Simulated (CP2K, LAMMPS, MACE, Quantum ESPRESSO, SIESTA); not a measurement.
# Ranking relaxed geometries by hand: amorphous Si0.7Ge0.3 (120 atoms)

The cell holds 120 atoms (84 Si and 36 Ge). Recipe: 120 atoms (84 Si, 36 Ge) placed at random at 3.16 g/cm³, melted at 3500 K for 10 ps at fixed volume with the Tersoff potential (Tersoff, Phys. Rev. B 39, 5566 (1989)). Quenched from 3500 K to 700 K at 30 K/ps and fixed volume, held 5 ps, then minimised at fixed cell.

Each method relaxed the atoms from this start in the fixed cell; Quantum ESPRESSO 7.5 (PBE; plane waves, SSSP efficiency, 45/360 Ry; k-points Γ) then solved the start and every end.

| geometry | free energy (eV) | r.m.s. force (eV/Å) |
| --- | --- | --- |
| start | -117667.132 | 0.235 |
| end of MACE MPA-0 medium | -117669.475 | 0.150 |
| end of CP2K double zeta | -117672.920 | 0.033 |
| end of SIESTA DZP | -117669.720 | 0.101 |

**Question.** Find the energy that each relaxation gains per atom at this level, and what share of the best gain each reaches. Compare the gap between best and worst with kT at 300 K (25.9 meV).

Worked:

MACE MPA-0 medium: -117667.132 − (-117669.475) = 2.343 eV, or 19.5 meV an atom; 40 % of the best.

CP2K double zeta: -117667.132 − (-117672.920) = 5.787 eV, or 48.2 meV an atom; 100 % of the best.

SIESTA DZP: -117667.132 − (-117669.720) = 2.587 eV, or 21.6 meV an atom; 45 % of the best.

CP2K double zeta gains most. MACE MPA-0 medium ends 3.445 eV higher for the cell, 28.7 meV an atom, which is 1.1 kT an atom and 133 kT for the cell.

Limits: no end is a minimum of this level; SIESTA DZP stopped short of the threshold.

[Hosts, paths, dates, database ids (printed as entryN), source tags and the programs' standing remarks are cut or masked in the printed files.]
